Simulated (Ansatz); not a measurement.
# What LiCaF3 (Pm-3m) distorts into, part 2 of 3

Which phase does LiCaF3 (Pm-3m) fall into along its unstable mode, and how much energy does it gain?

Ansatz 0.2.0; DFT PBE+D3(BJ), scalar-relativistic, plane waves, PAW.

So far. Step 4 (The mode frozen in, largest atomic shift 0.14 Å): The run ends at a pressure of 1.19 GPa, with forces up to 0.020 eV/Å. Step 5 (Energy along the mode, all amplitudes (two of the runs …): The lowest of the steps tried is at 0.14 Å, 0.979 meV/atom below the parent; the bottom of the well need not coincide with a step.

## (6) Relaxing from the distorted cell

Starting from the lowest point found, all atoms and the cell are let go, so that strain and other modes of the same symmetry can join in.

Input file input.yaml:

```yaml
crystal:
  lattice:
    - [3.7200041892, 0.0, 0.0]
    - [0.0, 3.7200041892, 0.0]
    - [0.0, 0.0, 3.7200041892]
  atoms:
    - { symbol: Li, position: [0.5, 0.4908824452, 0.5] }
    - { symbol: Ca, position: [0.0, 0.0376343662, 0.0] }
    - { symbol: F, position: [0.0, 0.4707011251, 0.5] }
    - { symbol: F, position: [0.5, 0.4707011251, 0.0] }
    - { symbol: F, position: [0.5, -0.0174630795, 0.5] }
kpoints:
  mp_grid: { grid: [8, 8, 8] }
hamiltonian:
  xc: pbe
  dispersion: d3bj
scf:
  occupations: { method: fixed }
output:
  forces: true
  stress: true
  eigenvalues: true
relax:
  adjacent_minimum: "off"
  f_tol: 0.002
  max_steps: 120
  cell: { stress_tol: 0.03 }
```

Started as:

```console
> ansatz run input.yaml --threads 4 --pin off --max-ram 7168MiB --backend cpu --events-out ev --progress --plain --runs-dir out
```

Numbers of over 12 decimals in the logs are rounded to 6 here.

What it wrote:

```text
[...]
Crystal: 5 atoms, lattice volume = 51.479 Å³
Basis set: ecut = 420 eV, 1021 PW (Γ), exchange–correlation on 50×50×50 points (8 copies of the dense FFT grid, shifted against one another)
Bands: 22, of which v1, the nominal top of the filled ones, is band 17 counted from 1 (16 counted from 0)
Symmetry: 8 space group operations
[...]
k-points: 75 of 512 (time reversal used)
[...]
SCF iter   1: F=—  HF=-4455.958160 eV  |F-HF|=—  |Δ(HF+E_count)|=         —  Δρ=1.77e-3  dr2=8.42e-4  ethr=1.77e-3  ⟨swp⟩=4.7  Hψ=7660  notcnv=0  defer=183
[...]
SCF iter   6: F=-4455.957591 eV  HF=-4455.957591 eV  |F-HF|=1.78e-8  |Δ(HF+E_count)|=   5.49e-7  Δρ=1.57e-5  dr2=7.87e-8  ethr=2.94e-10  ⟨swp⟩=8.2  Hψ=9549  notcnv=0
SCF 1 converged in 6 iterations: F = -4455.957591 eV  dr2 = 7.87e-8
[...]
relax step   1: F+E_penalty+E_count = -4455.95759100 eV  Δ(F+E_penalty+E_count) = +0.000e0 eV  max|allowed force component| = 1.988e-2 eV/Å  Δτ_max = 0.0000 Å  P = +1.192 GPa  Ω = 51.479 Å³  (6 SCF iters, dr2 threshold 1.00e-7 eV, accepted)
Crystal: 5 atoms, lattice volume = 51.880 Å³
[...]
iter 1 solved again at ethr=1.67e-6 eV; its pass at ethr=3.10e-3 eV (dr2=5.68e-4 eV) is discarded
[...]
SCF iter   5: F=-4455.959145 eV  HF=-4455.959145 eV  |F-HF|=5.29e-8  |Δ(HF+E_count)|=   1.73e-7  Δρ=1.67e-5  dr2=7.78e-8  ethr=1.47e-9  ⟨swp⟩=8.7  Hψ=7474  notcnv=0
SCF 2 converged in 5 iterations: F = -4455.959145 eV  dr2 = 7.78e-8
relax step   2: F+E_penalty+E_count = -4455.95914523 eV  Δ(F+E_penalty+E_count) = -1.554e-3 eV  max|allowed force component| = 1.587e-2 eV/Å  Δτ_max = 0.0049 Å  P = +0.489 GPa  Ω = 51.880 Å³  energy of the carried Pulay correction = -1.754e-3 eV  (5 SCF iters, dr2 threshold 5.00e-7 eV, accepted)
Crystal: 5 atoms, lattice volume = 52.268 Å³
[...]
SCF iter   5: F=-4455.959272 eV  HF=-4455.959271 eV  |F-HF|=1.15e-7  |Δ(HF+E_count)|=   4.48e-7  Δρ=2.10e-5  dr2=1.19e-7  ethr=1.47e-9  ⟨swp⟩=8.8  Hψ=7706  notcnv=0
SCF 3 converged in 5 iterations: F = -4455.959272 eV  dr2 = 1.19e-7
relax step   3: F+E_penalty+E_count = -4455.95927160 eV  Δ(F+E_penalty+E_count) = -1.264e-4 eV  max|allowed force component| = 4.740e-2 eV/Å  Δτ_max = 0.0074 Å  P = -0.099 GPa  Ω = 52.268 Å³  energy of the carried Pulay correction = -3.436e-3 eV  (5 SCF iters, dr2 threshold 5.00e-7 eV, accepted)
[... from here on, the SCF cycles and remarks between the steps are left out ...]
relax step   4: F+E_penalty+E_count = -4455.96008184 eV  Δ(F+E_penalty+E_count) = -8.102e-4 eV  max|allowed force component| = 4.958e-2 eV/Å  Δτ_max = 0.0163 Å  P = -0.073 GPa  Ω = 52.396 Å³  energy of the carried Pulay correction = -3.989e-3 eV  (6 SCF iters, dr2 threshold 1.40e-7 eV, accepted)
relax step   5: F+E_penalty+E_count = -4455.96065027 eV  Δ(F+E_penalty+E_count) = -5.684e-4 eV  max|allowed force component| = 9.290e-3 eV/Å  Δτ_max = 0.0642 Å  P = +0.031 GPa  Ω = 53.021 Å³  energy of the carried Pulay correction = -6.665e-3 eV  (7 SCF iters, dr2 threshold 1.54e-7 eV, accepted)
relax step   6: F+E_penalty+E_count = -4455.96009020 eV  Δ(F+E_penalty+E_count) = +5.601e-4 eV  max|allowed force component| = 1.115e-2 eV/Å  Δτ_max = 0.0106 Å  P = -0.025 GPa  Ω = 53.173 Å³  energy of the carried Pulay correction = -7.316e-3 eV  (7 SCF iters, dr2 threshold 3.67e-8 eV, accepted)
relax step   7: F+E_penalty+E_count = -4455.96015503 eV  Δ(F+E_penalty+E_count) = -6.483e-5 eV  max|allowed force component| = 6.716e-4 eV/Å  Δτ_max = 0.0010 Å  P = -0.001 GPa  Ω = 53.160 Å³  energy of the carried Pulay correction = -7.260e-3 eV  (5 SCF iters, dr2 threshold 7.77e-9 eV, accepted)
relax step   8: F+E_penalty+E_count = -4455.97096857 eV  Δ(F+E_penalty+E_count) = -1.081e-2 eV  max|allowed force component| = 8.647e-4 eV/Å  Δτ_max = 0.0000 Å  P = +0.381 GPa  Ω = 53.160 Å³  stress off target by 7.00e-1 GPa  SCF on the basis re-selected at this cell (its energy is not comparable with the rows above)  (7 SCF iters)
relax step   9: F+E_penalty+E_count = -4455.97018371 eV  Δ(F+E_penalty+E_count) = +7.849e-4 eV  max|allowed force component| = 1.192e-2 eV/Å  Δτ_max = 0.0270 Å  P = +0.126 GPa  Ω = 53.740 Å³  energy of the carried Pulay correction = -2.512e-3 eV  (6 SCF iters, dr2 threshold 5.00e-7 eV, accepted)
relax step  10: F+E_penalty+E_count = -4455.96857701 eV  Δ(F+E_penalty+E_count) = +1.607e-3 eV  max|allowed force component| = 1.321e-2 eV/Å  Δτ_max = 0.0216 Å  P = +0.070 GPa  Ω = 54.166 Å³  energy of the carried Pulay correction = -4.491e-3 eV  (7 SCF iters, dr2 threshold 1.32e-7 eV, accepted)
relax step  11: F+E_penalty+E_count = -4455.96853318 eV  Δ(F+E_penalty+E_count) = +4.383e-5 eV  max|allowed force component| = 3.287e-3 eV/Å  Δτ_max = 0.0029 Å  P = -0.024 GPa  Ω = 54.185 Å³  energy of the carried Pulay correction = -4.579e-3 eV  (5 SCF iters, dr2 threshold 8.12e-8 eV, accepted)
relax step  12: F+E_penalty+E_count = -4455.96862060 eV  Δ(F+E_penalty+E_count) = -8.742e-5 eV  max|allowed force component| = 1.630e-3 eV/Å  Δτ_max = 0.0003 Å  P = +0.006 GPa  Ω = 54.167 Å³  energy of the carried Pulay correction = -4.494e-3 eV  (5 SCF iters, dr2 threshold 3.02e-9 eV, accepted)
relax step  13: F+E_penalty+E_count = -4455.97374111 eV  Δ(F+E_penalty+E_count) = -5.121e-3 eV  max|allowed force component| = 1.807e-3 eV/Å  Δτ_max = 0.0000 Å  P = +0.086 GPa  Ω = 54.167 Å³  stress off target by 2.51e-1 GPa  SCF on the basis re-selected at this cell (its energy is not comparable with the rows above)  (7 SCF iters)
relax step  14: F+E_penalty+E_count = -4455.97282497 eV  Δ(F+E_penalty+E_count) = +9.161e-4 eV  max|allowed force component| = 2.673e-3 eV/Å  Δτ_max = 0.0124 Å  P = +0.011 GPa  Ω = 54.471 Å³  energy of the carried Pulay correction = -1.267e-3 eV  (6 SCF iters, dr2 threshold 1.58e-7 eV, accepted)
relax step  15: F+E_penalty+E_count = -4455.97237129 eV  Δ(F+E_penalty+E_count) = +4.537e-4 eV  max|allowed force component| = 5.506e-3 eV/Å  Δτ_max = 0.0052 Å  P = +0.020 GPa  Ω = 54.587 Å³  energy of the carried Pulay correction = -1.768e-3 eV  (7 SCF iters, dr2 threshold 8.61e-9 eV, accepted)
relax step  16: F+E_penalty+E_count = -4455.97192466 eV  Δ(F+E_penalty+E_count) = +4.466e-4 eV  max|allowed force component| = 1.317e-2 eV/Å  Δτ_max = 0.0030 Å  P = -0.048 GPa  Ω = 54.685 Å³  energy of the carried Pulay correction = -2.203e-3 eV  (7 SCF iters, dr2 threshold 1.90e-9 eV, rejected (line search))
relax step  17: F+E_penalty+E_count = -4455.97221626 eV  Δ(F+E_penalty+E_count) = +1.550e-4 eV  max|allowed force component| = 2.727e-4 eV/Å  Δτ_max = 0.0014 Å  P = +0.001 GPa  Ω = 54.623 Å³  energy of the carried Pulay correction = -1.928e-3 eV  (8 SCF iters, accepted)
relax step  18: F+E_penalty+E_count = -4455.97433728 eV  Δ(F+E_penalty+E_count) = -2.121e-3 eV  max|allowed force component| = 2.293e-4 eV/Å  Δτ_max = 0.0000 Å  P = +0.023 GPa  Ω = 54.623 Å³  stress off target by 1.04e-1 GPa  SCF on the basis re-selected at this cell (its energy is not comparable with the rows above)  (7 SCF iters)
relax step  19: F+E_penalty+E_count = -4455.97363483 eV  Δ(F+E_penalty+E_count) = +7.024e-4 eV  max|allowed force component| = 1.823e-3 eV/Å  Δτ_max = 0.0084 Å  P = +0.016 GPa  Ω = 54.820 Å³  energy of the carried Pulay correction = -7.982e-4 eV  (7 SCF iters, dr2 threshold 2.73e-8 eV, accepted)
relax step  20: F+E_penalty+E_count = -4455.97339522 eV  Δ(F+E_penalty+E_count) = +2.396e-4 eV  max|allowed force component| = 5.655e-3 eV/Å  Δτ_max = 0.0014 Å  P = -0.040 GPa  Ω = 54.876 Å³  energy of the carried Pulay correction = -1.036e-3 eV  (8 SCF iters, rejected (line search))
relax step  21: F+E_penalty+E_count = -4455.97355214 eV  Δ(F+E_penalty+E_count) = +8.269e-5 eV  max|allowed force component| = 6.420e-4 eV/Å  Δτ_max = 0.0006 Å  P = +0.006 GPa  Ω = 54.840 Å³  energy of the carried Pulay correction = -8.833e-4 eV  (8 SCF iters, accepted)
relax step  22: F+E_penalty+E_count = -4455.97450584 eV  Δ(F+E_penalty+E_count) = -9.537e-4 eV  max|allowed force component| = 7.053e-4 eV/Å  Δτ_max = 0.0000 Å  P = +0.015 GPa  Ω = 54.840 Å³  stress off target by 5.70e-2 GPa  SCF on the basis re-selected at this cell (its energy is not comparable with the rows above)  (6 SCF iters)
relax step  23: F+E_penalty+E_count = -4455.97412292 eV  Δ(F+E_penalty+E_count) = +3.829e-4 eV  max|allowed force component| = 8.521e-4 eV/Å  Δτ_max = 0.0039 Å  P = +0.002 GPa  Ω = 54.942 Å³  energy of the carried Pulay correction = -4.112e-4 eV  (7 SCF iters, dr2 threshold 8.11e-9 eV, accepted)
relax step  24: F+E_penalty+E_count = -4455.97396431 eV  Δ(F+E_penalty+E_count) = +1.586e-4 eV  max|allowed force component| = 7.819e-4 eV/Å  Δτ_max = 0.0016 Å  P = +0.002 GPa  Ω = 54.982 Å³  energy of the carried Pulay correction = -5.719e-4 eV  (7 SCF iters, accepted)
relax step  25: F+E_penalty+E_count = -4455.97456411 eV  Δ(F+E_penalty+E_count) = -5.998e-4 eV  max|allowed force component| = 8.117e-4 eV/Å  Δτ_max = 0.0000 Å  P = +0.008 GPa  Ω = 54.982 Å³  stress off target by 3.60e-2 GPa  SCF on the basis re-selected at this cell (its energy is not comparable with the rows above)  (6 SCF iters)
relax step  26: F+E_penalty+E_count = -4455.97426092 eV  Δ(F+E_penalty+E_count) = +3.032e-4 eV  max|allowed force component| = 6.749e-3 eV/Å  Δτ_max = 0.0026 Å  P = -0.001 GPa  Ω = 55.059 Å³  energy of the carried Pulay correction = -3.085e-4 eV  (7 SCF iters, dr2 threshold 3.24e-9 eV, accepted)
relax step  27: F+E_penalty+E_count = -4455.97425217 eV  Δ(F+E_penalty+E_count) = +8.745e-6 eV  max|allowed force component| = 1.819e-3 eV/Å  Δτ_max = 0.0007 Å  P = -0.004 GPa  Ω = 55.062 Å³  energy of the carried Pulay correction = -3.207e-4 eV  (5 SCF iters, dr2 threshold 2.85e-9 eV, accepted)
[...]
SCF iter   7: F=-4455.974577 eV  HF=-4455.974577 eV  |F-HF|=9.09e-13  |Δ(HF+E_count)|=  1.82e-12  Δρ=6.83e-8  dr2=1.76e-12  ethr=1.00e-12  ⟨swp⟩=5.0  Hψ=6431  notcnv=0
SCF 28 converged in 7 iterations: F = -4455.974577 eV  dr2 = 1.76e-12
relax step  28: F+E_penalty+E_count = -4455.97457679 eV  Δ(F+E_penalty+E_count) = -3.246e-4 eV  max|allowed force component| = 1.834e-3 eV/Å  Δτ_max = 0.0000 Å  P = -0.001 GPa  Ω = 55.062 Å³  stress off target by 6.46e-3 GPa  SCF on the basis re-selected at this cell (its energy is not comparable with the rows above)  (7 SCF iters)
[...]
SCF converged after 7 iterations
Free energy (F): -4455.974577 eV
[...]
Internal energy: -4455.974577 eV  (E = F + TS)
E sigma→0 (E₀):  -4455.974577 eV
Fermi energy:    3.397967 eV
[...]
--- Forces (eV/Å), atoms counted from 1 ---
  atom   1  Li    -0.00000000     0.00141606    -0.00000000
  atom   2  Ca    -0.00000000    -0.00012956    -0.00000000
  atom   3  F      0.00000000    -0.00158056    -0.00000000
  atom   4  F     -0.00000000    -0.00158056    -0.00000000
  atom   5  F      0.00000000     0.00182350     0.00000000
  max |Σ_I F_I| component: 5.11e-5 eV/Å
--- Stress (GPa, compression-positive) ---
       -0.004845       0.000000       0.000000
        0.000000       0.006456       0.000000
        0.000000       0.000000      -0.004845
  P = ⅓ Tr σ = -0.0011 GPa (-0.011 kbar)
--- Band table (eV; the first three rows and the last of 75) ---
  k-point 0: bands = [... 13 lower, 2.5637, 3.3014, 3.3014, 3.3961, 10.1617, 10.8921, 10.9137, 12.0598, ... 1 higher]
  k-point 1: bands = [... 13 lower, 2.5530, 3.1488, 3.2547, 3.3733, 10.4047, 10.9244, 11.0391, 12.1200, ... 1 higher]
  k-point 2: bands = [... 13 lower, 2.5437, 2.7966, 3.1448, 3.3039, 10.7398, 11.2945, 11.3871, 12.2617, ... 1 higher]
  k-point 74: bands = [... 13 lower, 3.3066, 3.3425, 3.3425, 3.3437, 11.5145, 11.5254, 11.5254, 12.5703, ... 1 higher]
--- Relaxed structure (22 steps of the walk, 20 accepted, 6 SCFs on fresh bases) ---
  F+E_penalty+E_count = -4455.97457679 eV   max|allowed force component| = 1.834e-3 eV/Å   (the final SCF, on the basis selected at the relaxed cell)
  cell:  # Å, volume = 55.0619 Å³
    - [3.716250, 0, 0]
    - [0, 3.986953, 0.0]
    - [0, 0.0, 3.716250]
  atoms:
    - { symbol: Li, position: [0.500000, 0.503146, 0.500000] }
    - { symbol: Ca, position: [0, 0.087478, 0] }
    - { symbol: F, position: [0, 0.446278, 0.500000] }
    - { symbol: F, position: [0.500000, 0.446278, 0.0] }
    - { symbol: F, position: [0.500000, -0.030724, 0.500000] }
```

The job ended after 4 min (4 threads of Arm Neoverse N1, shared host; peak memory 0.44 GiB; 9.9 min of CPU time).

The steps of the relaxation (22 of 28):

```tsv
step	energy less that of the first step (eV)	largest force component (eV/Å)	pressure (GPa)	volume (Å³)
1	0.0000	0.0199	1.19	51.48
2	-0.0016	0.0159	0.49	51.88
4	-0.0025	0.0496	-0.07	52.40
5	-0.0031	0.0093	0.03	53.02
6	-0.0025	0.0112	-0.03	53.17
7	-0.0026	0.0007	0.00	53.16
9	-0.0126	0.0119	0.13	53.74
10	-0.0110	0.0132	0.07	54.17
11	-0.0109	0.0033	-0.02	54.18
13*	-0.0161	0.0018	0.09	54.17
14	-0.0152	0.0027	0.01	54.47
15	-0.0148	0.0055	0.02	54.59
16	-0.0143	0.0132	-0.05	54.69
18*	-0.0167	0.0002	0.02	54.62
19	-0.0160	0.0018	0.02	54.82
20	-0.0158	0.0057	-0.04	54.88
22*	-0.0169	0.0007	0.02	54.84
23	-0.0165	0.0009	0.00	54.94
24	-0.0164	0.0008	0.00	54.98
25*	-0.0170	0.0008	0.01	54.98
27	-0.0167	0.0018	0.00	55.06
28*	-0.0170	0.0018	0.00	55.06
```

Relaxation steps marked * repeat the geometry before them on a plane-wave basis chosen anew for their cell, so energy and pressure can jump there. Other such steps can lie between the rows shown. Relaxation steps 16, 20 were tried and not accepted.

Forces are held to the 8 operations that the run works with; a distortion that breaks them can't arise in this run.

```tsv
conventional cell, symmetrised	before	after	change
a (Å)	3.720	3.716	-0.1 %
b (Å)	3.720	3.716	-0.1 %
c (Å)	3.720	3.987	+7.2 %
volume (Å³/atom)	10.30	11.01	+7.0 %
```

The atoms that moved most (Å, as changes of fractional coordinates times the final cell):

```tsv
atom	dx	dy	dz	length
Ca2	0.000	0.199	0.000	0.199
F3	0.000	-0.097	0.000	0.097
F4	0.000	-0.097	0.000	0.097
F5	0.000	-0.053	0.000	0.053
Li1	0.000	0.049	0.000	0.049
```

The relaxed structure:

```cif
data_structure
_symmetry_space_group_name_H-M 'P 1'
_symmetry_Int_Tables_number 1
_cell_length_a 3.7163
_cell_length_b 3.9870
_cell_length_c 3.7163
_cell_angle_alpha 90.000
_cell_angle_beta 90.000
_cell_angle_gamma 90.000
_cell_volume 55.06
loop_
_atom_site_label
_atom_site_type_symbol
_atom_site_fract_x
_atom_site_fract_y
_atom_site_fract_z
_atom_site_occupancy
Li1 Li 0.50000 0.50315 0.50000 1
Ca2 Ca 0.00000 0.08748 0.00000 1
F3 F 0.00000 0.44628 0.50000 1
F4 F 0.50000 0.44628 0.00000 1
F5 F 0.50000 0.96928 0.50000 1
```

This step gave:

* pressure: -0.001078 GPa
* gap on the k-mesh: 6.764 eV
* volume per atom: 11.01 Å³

The distorted start has space group P4mm; the relaxation ends in P4mm.

## (7) The new phase in its own primitive cell

The relaxed structure is symmetrised, reduced to its primitive cell and relaxed tightly, as its phonons need.

input.yaml, the sections that differ from step 6:

```yaml
crystal:
  lattice:
    - [3.7162501859, 0.0, 0.0]
    - [0.0, 3.7162501859, 0.0]
    - [0.0, 0.0, 3.986953211]
  atoms:
    - { symbol: Li, position: [0.5, 0.5, 0.4968535327] }
    - { symbol: Ca, position: [0.0, 0.0, 0.9125223281] }
    - { symbol: F, position: [0.0, 0.5, 0.5537222266] }
    - { symbol: F, position: [0.5, 0.0, 0.5537222266] }
    - { symbol: F, position: [0.5, 0.5, 0.0307237039] }
kpoints:
  mp_grid: { grid: [6, 6, 6] }
relax:
  adjacent_minimum: "off"
  f_tol: 0.001
  max_steps: 60
  cell: { stress_tol: 0.01 }
# hamiltonian, scf, output: as in step 6
```

What it wrote:

```text
[...]
Crystal: 5 atoms, lattice volume = 55.062 Å³
Basis set: ecut = 420 eV, 1053 PW (Γ), exchange–correlation on 50×50×54 points (8 copies of the dense FFT grid, shifted against one another)
Bands: 22, of which v1, the nominal top of the filled ones, is band 17 counted from 1 (16 counted from 0)
Symmetry: 8 space group operations
[...]
k-points: 40 of 216 (time reversal used)
[...]
--- Relaxed structure (6 steps of the walk, 6 accepted, 2 SCFs on fresh bases) ---
[...]
cell:  # Å, volume = 55.1119 Å³
    - [3.715756, 0.0, 0]
    - [0.0, 3.715756, 0.0]
    - [0, 0.0, 3.991637]
  atoms:
    - { symbol: Li, position: [0.5, 0.5, 0.496436] }
    - { symbol: Ca, position: [0, 0.0, 0.912013] }
    - { symbol: F, position: [0, 0.5, 0.554099] }
    - { symbol: F, position: [0.5, 0.0, 0.554099] }
    - { symbol: F, position: [0.5, 0.5, 0.030897] }
[key lines of the parts left out:]
SCF converged after 9 iterations
Free energy (F): -4455.974708 eV
Fermi energy:    3.385226 eV
P = ⅓ Tr σ = 0.0034 GPa (0.034 kbar)
```

It took 41 s on 4 threads; peak memory 0.39 GiB.

The steps of the relaxation:

```tsv
step	energy less that of the first step (eV)	largest force component (eV/Å)	pressure (GPa)	volume (Å³)
1	0.0000	0.0019	0.00	55.06
2	0.0000	0.0010	0.00	55.06
3	0.0000	0.0009	0.00	55.06
4	0.0001	0.0012	0.00	55.08
5	0.0001	0.0006	0.00	55.09
6*	0.0000	0.0006	0.01	55.09
7	0.0000	0.0001	0.00	55.11
8*	0.0000	0.0001	0.00	55.11
```

Relaxation steps marked * repeat the geometry before them on a plane-wave basis chosen anew for their cell, so energy and pressure can jump there.

Forces are held to the 8 operations that the run works with; a distortion that breaks them can't arise in this run.

```tsv
conventional cell, symmetrised	before	after	change
a (Å)	3.716	3.716	-0.0 %
b (Å)	3.716	3.716	-0.0 %
c (Å)	3.987	3.992	+0.1 %
volume (Å³/atom)	11.01	11.02	+0.1 %
```

Final coordinates:

```xyz
5
Lattice="3.7158 0.0000 0.0000 0.0000 3.7158 0.0000 0.0000 0.0000 3.9916" Properties=species:S:1:pos:R:3 pbc="T T T"
Li    1.8579    1.8579    1.9816
Ca    0.0000    0.0000    3.6404
F     0.0000    1.8579    2.2118
F     1.8579    0.0000    2.2118
F     1.8579    1.8579    0.1233
```

Numbers from this step:

```yaml
pressure: 0.003436 GPa
gap_on_the_k_mesh: 6.761 eV
volume_per_atom: 11.02 Å³
direct_gap_on_mesh: 6.761 eV
```

The largest force component left is 0.098 meV/Å and the pressure is 0.003 GPa, within the tolerances set. The cell now holds 11.02 Å³/atom.

(Continued in part 3 of 3.)

[Logs are printed without paths, hosts, clocks, repeated set-up lines and the standing remarks that a program may print on its own settings, such as how far it seeks lower states.]

[Hosts, paths, dates, database ids (printed as entryN), source tags and the programs' standing remarks are cut or masked in the printed files.]
